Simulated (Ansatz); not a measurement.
# Sn2S3 (Ottemannite): the gap up the ladder of methods, part 2 of 2

What gap does each level of theory give for Sn2S3 (Ottemannite), and in what time?

Ansatz 0.2.0; density functionals, hybrids and G0W0, plane waves, PAW. Known limits of the many-body steps: finite bands, screening cutoff and k mesh; no spin-orbit coupling in G0W0; screening cutoff under 40 eV in some runs.

So far. Step 5 (HSE06 on the 2×4×2 mesh): Over mesh and listed points the gap is 1.225 eV, from k = (0.100, 0.000, 0.000) to k = (0.000, 0.500, 0.500). The least direct gap found is 1.292 eV, at k = (0.000, 0.000, 0.450). On the 2×4×2 mesh alone the same run gives 1.280 eV, so that mesh misses an edge of HSE06: 1.280 − 1.225 = +0.055 eV. HSE06 against LDA: 1.225 − 0.531 = +0.694 eV. The runs also differ in mesh (4×6×2 and 2×4×2), so how much of this comes from the functional alone is not known.

In doubt: masses and optical values from hybrid runs of this build are listed as unsure (steps 8, 9), which bears on the screening that GW takes from such a start.

## 7. G0W0@r2SCAN, 2×4×2 mesh, 905 empty bands, screening to 90 eV

G0W0 replaces the xc potential by a self-energy built once from the orbitals of the start. Levels are corrected in the window of bands that the input names, at points of the mesh.

This step: G0W0 on r2SCAN, plane waves, PAW.

input.yaml

```yaml
crystal:
  lattice:
    - [8.878, 0.0, 0.0]
    - [0.0, 3.751, 0.0]
    - [0.0, 0.0, 14.02]
  atoms:
    - { symbol: Sn, position: [0.16494, 0.25, 0.05195] }
    - { symbol: Sn, position: [0.33506, 0.75, 0.55195] }
    - { symbol: Sn, position: [0.66494, 0.25, 0.44805] }
    - { symbol: Sn, position: [0.83506, 0.75, 0.94805] }
    - { symbol: Sn, position: [0.48509, 0.75, 0.16936] }
    - { symbol: Sn, position: [0.01491, 0.25, 0.66936] }
    - { symbol: Sn, position: [0.98509, 0.75, 0.33064] }
    - { symbol: Sn, position: [0.51491, 0.25, 0.83064] }
    - { symbol: S, position: [0.98047, 0.75, 0.1064] }
    - { symbol: S, position: [0.51953, 0.25, 0.6064] }
    - { symbol: S, position: [0.48047, 0.75, 0.3936] }
    - { symbol: S, position: [0.01953, 0.25, 0.8936] }
    - { symbol: S, position: [0.33879, 0.75, 0.99524] }
    - { symbol: S, position: [0.16121, 0.25, 0.49524] }
    - { symbol: S, position: [0.83879, 0.75, 0.50476] }
    - { symbol: S, position: [0.66121, 0.25, 0.00476] }
    - { symbol: S, position: [0.28631, 0.25, 0.21246] }
    - { symbol: S, position: [0.21369, 0.75, 0.71246] }
    - { symbol: S, position: [0.78631, 0.25, 0.28754] }
    - { symbol: S, position: [0.71369, 0.75, 0.78754] }
kpoints:
  mp_grid: { grid: [2, 4, 2] }
hamiltonian:
  xc: r2scan
scf:
  occupations: { method: fixed }
gw:
  n_empty_bands: 905
  ecut_chi: 90.0
  qp_bands: [v4, c4]
  qp_kpoints: band_edges
  screening: { model: contour_deformation }
```

Launch:

```
$ ansatz run input.yaml --threads 24 --pin off --max-ram 82944MiB --backend cuda --events-out ev --progress --plain --runs-dir out --devices 1 --max-vram 78GiB
```

Numbers of over 12 decimals in the logs are rounded to 6 here.

The log of the run:

```text
GPUs: using 1 of 1 available (devices: 1).
[...]
Crystal: 20 atoms, lattice volume = 466.885 Å³
Basis set: ecut = 500 eV, 11863 PW (Γ), exchange–correlation on 288×120×432 points (64 copies of the dense FFT grid, shifted against one another)
Bands: 112, of which v1, the nominal top of the filled ones, is band 92 counted from 1 (91 counted from 0)
Symmetry: 8 space group operations
[...]
k-points: 12 of 16
[...]
4    94      8.8003   -10.9679    -3.3452   -14.6798  0.7733     9.1699     9.1668  root
     4    95      9.0055   -10.7786    -3.3892   -14.5373  0.7689     9.3766     9.3749  root
[...]
11    93      8.8984   -10.9025    -3.3400   -14.6132  0.7739     9.2718     9.2692  root
    11    94      8.8984   -10.9025    -3.3400   -14.6132  0.7739     9.2718     9.2692  root
    11    95      8.8984   -10.9025    -3.3400   -14.6132  0.7739     9.2718     9.2692  root
    11    96      8.8984   -10.9025    -3.3400   -14.6132  0.7739     9.2718     9.2692  root
[key lines of the parts left out:]
SCF converged after 8 iterations
```

Wall time 37 s (1 × NVIDIA GB200 (shared by 2 runs) with 24 threads of Arm Neoverse V2, shared host); peak memory 8.4 GiB.

Numbers from this step:

```yaml
bands_summed: 997
rpa_eps_infinity_on_this_mesh_eigenvalues: 8.216, 8.223, 8.425
plane_waves_in_the_screening_matrix: 885
g0w0_gap_over_the_corrected_points: 1.422 eV
k_of_the_valence_top: 0, 0, 0
k_of_the_conduction_bottom: 0, -0.5, -0.5
starting_gap_on_the_mesh: 0.8819 eV
z_at_the_valence_top: 0.7632
z_at_the_conduction_bottom: 0.7792
least_direct_g0w0_gap_over_the_corrected_points: 1.438 eV
```

Over 11 of 12 irreducible mesh points the G0W0 gap is 1.422 eV, from k = Γ to k = (0.000, -0.500, -0.500). The r2SCAN gap of this run on the mesh is 0.882 eV. The two states that bound the G0W0 gap lie that far apart at the start, so the correction of the gap is 1.422 − 0.882 = +0.540 eV.

## 8. G0W0@HSE06, 2×4×2 mesh, 420 empty bands, screening to 54 eV

This step: G0W0 on HSE06, plane waves, PAW.

Edit input.yaml of step 7 so:

```diff
@@ -29,3 +29,3 @@
 hamiltonian:
-  xc: r2scan
+  xc: hse06
 scf:
@@ -33,4 +33,4 @@
 gw:
-  n_empty_bands: 905
-  ecut_chi: 90.0
+  n_empty_bands: 420
+  ecut_chi: 54
   qp_bands: [v4, c4]
```

The log of the run:

```text
GPUs: using 1 of 1 available (devices: 1).
[...]
Crystal: 20 atoms, lattice volume = 466.885 Å³
Basis set: ecut = 420 eV, 9143 PW (Γ)
Bands: 112, of which v1, the nominal top of the filled ones, is band 92 counted from 1 (91 counted from 0)
Symmetry: 8 space group operations
[...]
k-points: 12 of 16
[...]
3    93      9.0874   -10.2527    -3.0822   -13.8663  0.7960     9.6223     9.6188  root
     3    94      9.0874   -10.2527    -3.0822   -13.8663  0.7960     9.6223     9.6188  root
     3    95      9.7833   -10.9736    -3.2795   -14.8462  0.7883    10.3824    10.3764  root
[...]
11    93      9.0807   -10.5849    -3.0389   -14.1745  0.7961     9.6352     9.6314  root
    11    94      9.0807   -10.5849    -3.0389   -14.1745  0.7961     9.6352     9.6314  root
    11    95      9.0807   -10.5849    -3.0389   -14.1745  0.7961     9.6352     9.6314  root
    11    96      9.0807   -10.5849    -3.0389   -14.1745  0.7961     9.6352     9.6314  root
```

Wall time 56 s (1 × NVIDIA GB200 (shared by 2 runs) with 24 threads); peak memory 4.3 GiB.

This step gave:

```
bands summed                                    : 512
RPA ε∞ on this mesh (eigenvalues)               : 7.133, 7.189, 7.577
plane waves in the screening matrix             : 423
G0W0 gap over the corrected points              : 1.547 eV
k of the valence top                            : 0, 0, 0
k of the conduction bottom                      : 0, 0, -0.5
starting gap on the mesh                        : 1.280 eV
Z at the valence top                            : 0.7856
Z at the conduction bottom                      : 0.8011
least direct G0W0 gap over the corrected points : 1.570 eV
```

Over 10 of 12 irreducible mesh points the G0W0 gap is 1.547 eV, from k = Γ to k = (0.000, 0.000, -0.500). The HSE06 gap of this run on the mesh is 1.280 eV. Other states bound it: the two that bound the G0W0 gap lie 1.300 eV apart in HSE06, so state for state the correction is 1.547 − 1.300 = +0.247 eV, while gap against gap it is 1.547 − 1.280 = +0.267 eV. G0W0@HSE06 against G0W0@r2SCAN with 512 bands (a further run, in the table below): 1.547 − 1.392 = +0.155 eV. The runs also differ in plane-wave cutoff (500 eV and 420 eV), so how much of this comes from the start alone is not known.

## 9. G0W0@PBE0, 2×4×2 mesh, 420 empty bands, screening to 54 eV

This step: G0W0 on PBE0, plane waves, PAW.

Edit input.yaml of step 8 so:

```diff
@@ -29,3 +29,3 @@
 hamiltonian:
-  xc: hse06
+  xc: pbe0
 scf:
```

The log of the run:

```text
GPUs: using 1 of 1 available (devices: 1).
[...]
Crystal: 20 atoms, lattice volume = 466.885 Å³
Basis set: ecut = 420 eV, 9143 PW (Γ)
Bands: 112, of which v1, the nominal top of the filled ones, is band 92 counted from 1 (91 counted from 0)
Symmetry: 8 space group operations
[...]
k-points: 12 of 16
[...]
3    93      9.4217   -10.1871    -3.0070   -13.4834  0.8118     9.7117     9.7110  root
     3    94      9.4217   -10.1871    -3.0070   -13.4834  0.8118     9.7117     9.7110  root
     3    95     10.1290   -10.9281    -3.1866   -14.4704  0.8056    10.4860    10.4847  root
[...]
11    93      9.4133   -10.5184    -2.9682   -13.7959  0.8119     9.7236     9.7228  root
    11    94      9.4133   -10.5184    -2.9682   -13.7959  0.8119     9.7236     9.7228  root
    11    95      9.4133   -10.5184    -2.9682   -13.7959  0.8119     9.7236     9.7228  root
    11    96      9.4133   -10.5184    -2.9682   -13.7959  0.8119     9.7236     9.7228  root
```

Run time: 56 s. Hardware: 1 × NVIDIA GB200 (shared by 2 runs) with 24 threads; peak memory 4.3 GiB; 3.9 min of CPU time.

Numbers from this step:

```yaml
bands_summed: 512
rpa_eps_infinity_on_this_mesh_eigenvalues: 6.241, 6.294, 6.704
plane_waves_in_the_screening_matrix: 423
g0w0_gap_over_the_corrected_points: 1.707 eV
k_of_the_valence_top: 0, 0, 0
k_of_the_conduction_bottom: 0, -0.5, -0.5
starting_gap_on_the_mesh: 1.934 eV
z_at_the_valence_top: 0.8017
z_at_the_conduction_bottom: 0.8153
least_direct_g0w0_gap_over_the_corrected_points: 1.728 eV
```

Over 10 of 12 irreducible mesh points the G0W0 gap is 1.707 eV, from k = Γ to k = (0.000, -0.500, -0.500). The PBE0 gap of this run on the mesh is 1.934 eV. The two states that bound the G0W0 gap lie that far apart at the start, so the correction of the gap is 1.707 − 1.934 = −0.227 eV. G0W0@PBE0 against G0W0@HSE06 with 512 bands: 1.707 − 1.547 = +0.160 eV. Mesh, set of files and cutoffs are the same, but the conduction bottom lies at another k point, so this need not be the shift of one pair of states. The program's warnings for this run: coarse exchange mesh.

## 10. The ladder

Each gap is the least one over the points named; times are wall times on shared hosts, not benchmarks. A G0W0 time includes the run's own self-consistent start. Runs with listed points see these and the mesh alone, so an edge that moves elsewhere is missed. Rows marked * are further runs, not shown as steps, whose inputs differ from the G0W0 step on the same start in the columns given; solver thresholds can differ too. Symmetry makes (0.000, 0.500, 0.500) and (0.000, -0.500, -0.500) one point.

```
       level   mesh       files, cutoff  bands summed, screening                            points  gap (eV)            valence top        conduction bottom  least direct gap (eV)   time
         LDA  4×6×2  soft_2 PAW, 420 eV                        -            mesh and listed points     0.531  (0.100, 0.000, 0.000)    (0.000, 0.500, 0.500)                  0.622  1.8 s
      r2SCAN  4×6×2  soft_2 PAW, 500 eV                        -                     mesh and path     0.830  (0.100, 0.000, 0.000)    (0.000, 0.500, 0.500)                  0.917  5.2 s
  r2SCAN+SOC  4×6×2  soft_2 PAW, 500 eV                        -            mesh and listed points     0.831  (0.100, 0.000, 0.000)    (0.000, 0.500, 0.500)                  0.915  6.8 s
       HSE06  2×4×2  soft_2 PAW, 420 eV                        -            mesh and listed points     1.225  (0.100, 0.000, 0.000)    (0.000, 0.500, 0.500)                  1.292   23 s
        PBE0  2×4×2  soft_2 PAW, 420 eV                        -            mesh and listed points     1.874  (0.100, 0.000, 0.000)    (0.000, 0.500, 0.500)                  1.944   22 s
G0W0@r2SCAN*  2×4×2  soft_2 PAW, 500 eV               240, 27 eV  11 of 12 irreducible mesh points     1.370                      Γ   (0.000, 0.000, -0.500)                  1.402   11 s
G0W0@r2SCAN*  2×4×2  soft_2 PAW, 500 eV               512, 54 eV  11 of 12 irreducible mesh points     1.392                      Γ   (0.000, 0.000, -0.500)                  1.415   18 s
 G0W0@r2SCAN  2×4×2  soft_2 PAW, 500 eV               997, 90 eV  11 of 12 irreducible mesh points     1.422                      Γ  (0.000, -0.500, -0.500)                  1.438   37 s
G0W0@r2SCAN*  2×4×1  soft_2 PAW, 500 eV               512, 54 eV     all 6 irreducible mesh points     1.561                      Γ   (-0.500, 0.000, 0.000)                  1.636    7 s
  G0W0@HSE06  2×4×2  soft_2 PAW, 420 eV               512, 54 eV  10 of 12 irreducible mesh points     1.547                      Γ   (0.000, 0.000, -0.500)                  1.570   56 s
   G0W0@PBE0  2×4×2  soft_2 PAW, 420 eV               512, 54 eV  10 of 12 irreducible mesh points     1.707                      Γ  (0.000, -0.500, -0.500)                  1.728   56 s
```

## 11. Summary of results

```
LDA, over mesh and listed points                                      : 0.531 eV
r2SCAN, over mesh and path                                            : 0.830 eV
r2SCAN+SOC, over mesh and listed points                               : 0.831 eV
HSE06, over mesh and listed points                                    : 1.225 eV
PBE0, over mesh and listed points                                     : 1.874 eV
G0W0@r2SCAN (997 bands, 2×4×2), over 11 of 12 irreducible mesh points : 1.422 eV
G0W0@HSE06, over 10 of 12 irreducible mesh points                     : 1.547 eV
G0W0@PBE0, over 10 of 12 irreducible mesh points                      : 1.707 eV
known limits                                                          : finite bands, screening cutoff and k mesh; no spin-orbit coupling in G0W0; screening cutoff under 40 eV in some runs
```

In words: The rows run from 0.531 eV (LDA) to 1.874 eV (PBE0). They differ in mesh, plane-wave cutoff, bands and screening cutoff of G0W0 and the points over which the gap was sought as well as in level, so only pairs that share these are like for like. r2SCAN+SOC against r2SCAN: 0.831 − 0.830 = +0.001 eV, with the same mesh, set of files (read in its fully relativistic form for the spin-orbit run) and cutoff, and both edges at the same k points. The spin-orbit run sees mesh and listed points alone, so its gap is an upper bound: the coupling can move an edge off these points, and the change over the zone, its sign included where it is small, is not known. PBE0 against HSE06: 1.874 − 1.225 = +0.649 eV, with the same mesh, files and cutoff, and both edges at the same k points. G0W0@r2SCAN (997 bands, 2×4×2) moves the gap of its own start on the mesh by 1.422 − 0.882 = +0.540 eV, between the same two levels. Over mesh and path, r2SCAN puts the valence top at k = (0.100, 0.000, 0.000), where no G0W0 correction was computed. The G0W0 gap over the whole zone is therefore not known from this run; at its settings it can only be equal to or under the 1.422 eV found, and no correction is carried over from another point. For the start itself the gap is 0.830 eV over mesh and path and 0.882 eV on the mesh of the G0W0 run, in runs that differ in mesh (4×6×2 and 2×4×2). G0W0@HSE06 moves the gap of its own start on the mesh by 1.547 − 1.280 = +0.267 eV, with other states at the edges (they lie 1.300 eV apart at the start). Over mesh and listed points, HSE06 puts the valence top at k = (0.100, 0.000, 0.000), where no G0W0 correction was computed. The G0W0 gap over the whole zone is therefore not known from this run; at its settings it can only be equal to or under the 1.547 eV found, and no correction is carried over from another point. For the start itself the gap is 1.225 eV over mesh and listed points and 1.280 eV on the mesh of the G0W0 run. G0W0@PBE0 moves the gap of its own start on the mesh by 1.707 − 1.934 = −0.227 eV, between the same two levels. Over mesh and listed points, PBE0 puts the valence top at k = (0.100, 0.000, 0.000), where no G0W0 correction was computed. The G0W0 gap over the whole zone is therefore not known from this run; at its settings it can only be equal to or under the 1.707 eV found, and no correction is carried over from another point. For the start itself the gap is 1.874 eV over mesh and listed points and 1.934 eV on the mesh of the G0W0 run. What spin-orbit coupling does to the G0W0 levels was not computed, so no sum with the G0W0 gap is formed. For G0W0@r2SCAN: from 240 bands and 27 eV to 997 bands and 90 eV the gap moves by 1.422 − 1.370 = +0.052 eV (rung by rung 1.370, 1.392, 1.422 eV); bands and screening cutoff rise together, so their parts are not told apart. The states that bound the gap change along the series, so no limit is drawn and it is not known. The other G0W0 rows are shown at one basis each (512 bands), so their distance from the limit is not known here. With the 2×4×1 mesh in place of the 2×4×2 mesh and all else as in the G0W0@r2SCAN row with 512 bands, the gap differs by 1.561 − 1.392 = +0.169 eV, and that of the start by 1.024 − 0.882 = +0.142 eV; an edge lies at another k point, so this need not be the shift of one pair of states. For G0W0@PBE0: the program's warnings for this run: coarse exchange mesh. The G0W0 runs are scalar-relativistic. G0W0@r2SCAN runs of this series with other atomic data on the same mesh, not shown as steps, give 1.394 eV (hard PAW, 640 eV, 544 bands, screening to 54 eV; the table's row with the same empty bands and screening cutoff has 1.392 eV); where bands and cutoffs differ too, the part of the files is not isolated. A screening cutoff under 40 eV is crude: G0W0@r2SCAN with 240 bands at 27 eV.

[Paths, hosts, dates, memory and timing lines, banners, echoed tables and standing remarks are left out of the program output.]

[Logs are printed without paths, hosts, clocks, repeated set-up lines and the standing remarks that a program may print on its own settings, such as how far it seeks lower states.]

[Runs of the session that timed out or met a known fault of the program may be left out.]

[Cells called generated may have been cut or substituted from an entry of the Crystallography Open Database or the Materials Project.]

[Hosts, paths, dates, database ids (printed as entryN), source tags and the programs' standing remarks are cut or masked in the printed files.]

[Where an RPA ε∞ is given, it is that of the G0W0 mesh and is not shown converged in it. Names of k-points follow the symmetry that the program found, which can be lower than the space group named. Band edges on a path are those of the sampled points; other points can move an edge, and change direct to indirect where valleys lie close.]

[Hybrid gaps are those of their k-mesh and are not shown converged in it.]
